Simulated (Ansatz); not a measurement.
An input for Ansatz 0.2.0 (Ta3N5 (Cmcm)):

```yaml
crystal:
  lattice:
    - [1.9362244881, -5.1300981426, 0.0]
    - [1.9362244881, 5.1300981426, 0.0]
    - [0.0, 0.0, 10.2970918806]
  atoms:
    - { symbol: Ta, position: [0.8032537056, 0.1967462944, 0.25] }
    - { symbol: Ta, position: [0.1967462944, 0.8032537056, 0.75] }
    - { symbol: Ta, position: [0.8666597901, 0.1333402099, 0.5599937906] }
    - { symbol: Ta, position: [0.1333402099, 0.8666597901, 0.0599937906] }
    - { symbol: Ta, position: [0.1333402099, 0.8666597901, 0.4400062094] }
    - { symbol: Ta, position: [0.8666597901, 0.1333402099, 0.9400062094] }
    - { symbol: "N", position: [0.236956689, 0.763043311, 0.25] }
    - { symbol: "N", position: [0.763043311, 0.236956689, 0.75] }
    - { symbol: "N", position: [0.9530137431, 0.0469862569, 0.1187430936] }
    - { symbol: "N", position: [0.0469862569, 0.9530137431, 0.6187430936] }
    - { symbol: "N", position: [0.0469862569, 0.9530137431, 0.8812569064] }
    - { symbol: "N", position: [0.9530137431, 0.0469862569, 0.3812569064] }
    - { symbol: "N", position: [0.6920891885, 0.3079108115, 0.0740742137] }
    - { symbol: "N", position: [0.3079108115, 0.6920891885, 0.5740742137] }
    - { symbol: "N", position: [0.3079108115, 0.6920891885, 0.9259257863] }
    - { symbol: "N", position: [0.6920891885, 0.3079108115, 0.4259257863] }
kpoints:
  mp_grid: { grid: [4, 4, 2] }
  band_path:
    path:
      - [0.0, 0.0, 0.0]
      - [-0.5, 0.5, 0.0]
      - [-0.28620643, 0.71379357, 0.0]
      - [0.28620643, 0.28620643, 0.0]
      - [0.0, 0.0, 0.5]
      - [0.28620643, 0.28620643, 0.5]
      - [-0.28620643, 0.71379357, 0.5]
      - [-0.5, 0.5, 0.5]
      - [0.143103215, 0.143103215, 0.0]
      - [-0.25, 0.25, 0.0]
    npoints: 1
hamiltonian:
  xc: hse06
scf:
  occupations: { method: fixed }
  n_extra_bands: 9
output:
  eigenvalues: true
  write_density: true
  write_potential: true
  elf: true
  volumetric_format: npy
```

```sh
ansatz run input.yaml --threads 3 --pin off --max-ram 92160MiB --backend cuda --events-out ev --progress --plain --runs-dir out --devices 1 --max-vram 13GiB
```

Q: How long will it take on 1 × NVIDIA H100 80GB HBM3 (shared by 6 runs) with 3 threads of AMD EPYC 7R13 (Zen 3), shared host, and how much memory?

It took 54 s; on shared hardware allow 27 s to 1.8 min. Peak host memory was 1.7 GiB. The sizes that set the cost: 4005 plane waves a state, 14 irreducible k points and 17 SCF cycles.

Exact exchange couples every pair of k points and filled bands, so it costs far more than a semilocal run.

[Paths, hosts, dates, memory and timing lines, banners, echoed tables and standing remarks are left out of the program output.]

[Logs are printed without paths, hosts, clocks, repeated set-up lines and the standing remarks that a program may print on its own settings, such as how far it seeks lower states.]

[Runs of the session that timed out or met a known fault of the program may be left out.]

[Cells called generated may have been cut or substituted from an entry of the Crystallography Open Database or the Materials Project.]

[Hosts, paths, dates, database ids (printed as entryN), source tags and the programs' standing remarks are cut or masked in the printed files.]
